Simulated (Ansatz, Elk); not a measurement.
## Bonding as seen by X-rays: Na3Sc

Structure refinements treat a crystal as free atoms side by side. For a made-up structure of Na3Sc (cell and positions from a PBE relaxation) the runs below show what the calculated density changes in F(hkl).

Main program and level: Elk 11.2.3 (patched build); DFT, PBE, all-electron APW+lo, Dirac cores, scalar-relativistic bands, static density, no spin.

This account leaves out most program logs.

The structure was built from a prototype and need not be the compound's stable phase.

### 1. The starting structure

Symmetry: P6_3/mmc, No. 194, hexagonal system. Conventional cell: a = 7.143 Å, b = 7.143 Å, c = 5.786 Å, α = 90.00°, β = 90.00°, γ = 120.00°. Sc has 12 Na at 3.53 to 3.57 Å nearest. Nearest to Na lie 8 Na at 3.51 to 3.63 Å and 4 Sc at 3.53 to 3.57 Å. Farther neighbours are not listed.

### 2. Ground state and structure factors

An all-electron density is needed, since X-rays see the cores too. Task 0 finds the density and task 195 Fourier-transforms it; tshift is off so that phases refer to the origin typed.

Input file elk.in:

```
tasks
  0
  195

xctype
  20

spinpol
  .false.

rgkmax
  7.0

gmaxvr
  14.0

lmaxo
  7

lmaxapw
  8

swidth
  0.002

tshift
  .false.

ramdisk
  .false.

hmaxvr
  5.5

maxscl
  120

epspot
  1e-06

sppath
  './'

avec
  13.49742394275 0.00000000000 0.00000000000
  -6.74871197137 11.68911202007 0.00000000000
  0.00000000000 0.00000000000 10.93438492148

atoms
  2
  'Sc.in'
  2
  0.3333333333 0.6666666667 0.7500000000   0.000000 0.000000 0.000000
  0.6666666667 0.3333333333 0.2500000000   0.000000 0.000000 0.000000
  'Na.in'
  6
  0.8306807161 0.6613614322 0.7500000000   0.000000 0.000000 0.000000
  0.3386385678 0.1693192839 0.7500000000   0.000000 0.000000 0.000000
  0.8306807161 0.1693192839 0.7500000000   0.000000 0.000000 0.000000
  0.1693192839 0.8306807161 0.2500000000   0.000000 0.000000 0.000000
  0.6613614322 0.8306807161 0.2500000000   0.000000 0.000000 0.000000
  0.1693192839 0.3386385678 0.2500000000   0.000000 0.000000 0.000000

ngridk
  4 4 4
```

Started as:

```console
$ OMP_NUM_THREADS=4 elk
```

The job ended after 53 s (4 threads of Intel Xeon Platinum 8488C (Sapphire Rapids), shared host; peak memory 0.39 GiB; 2.1 min of CPU time).

SFACRHO.OUT:

```text

h k l indices transformed by vhmat matrix:
   1.000000000       0.000000000       0.000000000    
   0.000000000       1.000000000       0.000000000    
   0.000000000       0.000000000       1.000000000    

      h      k      l  multipl.   |H|            Re(F)            Im(F)           |F|

      0      0      0      1   0.0000000       108.00000      0.31261648E-17   108.00000    
     -1      0      0      6  0.53752460      -10.305259     -0.29926576E-14   10.305259    
      0      0     -1      2  0.57462631     -0.14309474E-13  -0.0000000      0.14309474E-13
      0     -1     -1      6  0.78684694      -13.552333     -0.18704110E-13   13.552333    
      1      0      1      6  0.78684694       13.552333     -0.44889863E-14   13.552333    
     -2      1      0      6  0.93101992       15.444570      0.13997650E-13   15.444570    
      0      2      0      6   1.0750492      -42.527819     -0.40400877E-13   42.527819    
      1     -2      1     12   1.0940720     -0.19997232E-07  0.14963288E-14  0.19997232E-07
      0      0      2      2   1.1492526      -83.629856      0.29061814E-15   83.629856    
     -2      0      1      6   1.2189857       71.170334     -0.22444932E-14   71.170334    
      2     -2     -1      6   1.2189857      -71.170334      0.52371507E-13   71.170334    
     -1      0     -2      6   1.2687452       7.9034352      0.29926576E-14   7.9034352    
      1      0     -2      6   1.2687452       7.9034352     -0.14963288E-14   7.9034352    
     -2      3      0     12   1.4221564      -4.7813077     -0.29926576E-14   4.7813077    
      1     -2     -2     12   1.4790469      -13.071015      0.47835761E-13   13.071015    
      1      2     -1     12   1.5338593       12.145185      0.14215123E-13   12.145185    
      2     -3      1     12   1.5338593      -12.145185     -0.44889863E-14   12.145185    
      0     -2     -2      6   1.5736939       37.410959     -0.26933918E-13   37.410959
```

Elk indexes on the primitive cell of elk.in and gives |H| = 4π sin θ/λ in inverse bohr. Below, one row stands for each form hkl of the conventional cell (m members, Friedel mates merged), F is for one primitive cell and the density is static (no thermal factor). Free-atom factors are Waasmaier and Kirfel's, and R is Σm||F|−|F'||/Σm|F|.

```tsv
hkl	m	sin θ/λ (Å⁻¹)	abs F, DFT	neutral atoms	diff.
100	6	0.081	10.305	10.147	+0.159
001	2	0.086	0.000	0.000	+0.000
101	12	0.118	13.552	13.614	-0.061
110	6	0.140	15.445	15.663	-0.218
200	6	0.162	42.528	42.841	-0.313
111	12	0.165	0.000	0.000	+0.000
002	2	0.173	83.630	84.151	-0.521
201	12	0.183	71.170	71.542	-0.372
102	12	0.191	7.903	7.911	-0.008
210	12	0.214	4.781	4.722	+0.059
112	12	0.222	13.071	12.979	+0.092
211	24	0.231	12.145	12.083	+0.063
202	12	0.237	37.411	37.527	-0.116
300	6	0.242	12.458	12.364	+0.093
301	12	0.257	2.979	3.002	-0.024
003	2	0.259	0.000	0.000	+0.000
103	12	0.272	9.713	9.641	+0.072
212	24	0.275	4.225	4.147	+0.078
```

### 3. The highest occupied states alone

An energy window below the Fermi level keeps the highest occupied states, to see at which angles they scatter; shallow core shells can lie inside it and anion s states outside. No new self-consistency is needed.

Changes to elk.in since step 2:

```diff
@@ -1,3 +1,2 @@
 tasks
-  0
   195
@@ -40,2 +39,5 @@
 
+wsfac
+  -0.388560 0.352430
+
 sppath
```

Started as:

```console
$ OMP_NUM_THREADS=4 elk
```

It took 19 s on 4 threads; peak memory 0.24 GiB; 20 s of CPU time.

States within 12 eV below the Fermi level hold 12.00 electrons; any levels below the window count with the cores. Their amplitudes can exceed the total, where window and core parts have opposite phase:

```tsv
hkl	sin θ/λ (Å⁻¹)	abs F, window	abs F, all
100	0.081	1.500	10.305
001	0.086	0.000	0.000
101	0.118	1.406	13.552
110	0.140	1.091	15.445
200	0.162	0.263	42.528
111	0.165	0.000	0.000
002	0.173	0.462	83.630
201	0.183	0.381	71.170
102	0.191	0.348	7.903
210	0.214	0.324	4.781
```

### 4. Another functional

The difference from free atoms is small, so it is set against the change that PBEsol makes.

Changes to elk.in since step 3:

```diff
@@ -1,2 +1,3 @@
 tasks
+  0
   195
@@ -4,3 +5,3 @@
 xctype
-  20
+  22
 
@@ -39,5 +40,2 @@
 
-wsfac
-  -0.388560 0.352430
-
 sppath
```

Started as:

```console
$ OMP_NUM_THREADS=4 elk
```

Elapsed: 48 s, on 4 threads; peak memory 0.4 GiB; 1.9 min of CPU time.

Against the first run R = 0.08 %; the largest change is -0.040 at 222.

### 5. Basis size

A smaller basis shows how fast F responds to it; the change is likely larger than the basis error of the first run, but doesn't show convergence.

Changes to elk.in since step 4:

```diff
@@ -5,3 +5,3 @@
 xctype
-  22
+  20
 
@@ -11,3 +11,3 @@
 rgkmax
-  7.0
+  5.5
```

Started as:

```console
$ OMP_NUM_THREADS=4 elk
```

The job ended after 38 s (4 threads; peak memory 0.34 GiB; 73 s of CPU time).

Against the first run R = 0.05 %; the largest change is +0.044 at 403.

### 6. Settings against the effect

```tsv
run	R against the first run (%)	R against neutral atoms, low angle (%)	wall time
PBE, rgkmax 7	0.00	0.60	53 s
PBEsol	0.08	0.61	48 s
rgkmax 5.5	0.05	0.60	38 s
```

### 7. Results

```yaml
r_against_neutral_atoms_sin_theta_lambda_0p3_a_minus1: 0.60 %
r_against_neutral_atoms_0p3_to_0p65_a_minus1: 0.20 %
```

Independent neutral atoms miss the calculated amplitudes by R = 0.60 % below 0.3 Å⁻¹ and 0.20 % from there to 0.65 Å⁻¹; by shells, 0.95 % below 0.15 Å⁻¹ (3 forms), 0.56 % 0.15 to 0.3 (15 forms), 0.29 % 0.3 to 0.45 (32 forms), 0.15 % above 0.45 (83 forms). Bonding, aspherical density and the tables' own atoms all enter these figures, and the runs don't part them. The largest change of an amplitude is -0.52 electrons, at 002. The window's part falls from 12.0 electrons at the origin to at most 0.21 between 0.45 and 0.65 Å⁻¹. Below 0.3 Å⁻¹ the changes that finished (PBEsol and rgkmax 5.5) move F by R = 0.09 % at most, against the 0.60 % that separates it from free atoms. The k-mesh has no finished test. Part of the difference isn't bonding: the tables are fits to free atoms and ions calculated by other methods than this functional. Thermal motion, anomalous dispersion and extinction are left out.

[Logs are printed without paths, hosts, clocks, repeated set-up lines and the standing remarks that a program may print on its own settings, such as how far it seeks lower states.]

[Hosts, paths, dates, database ids (printed as entryN), source tags and the programs' standing remarks are cut or masked in the printed files.]
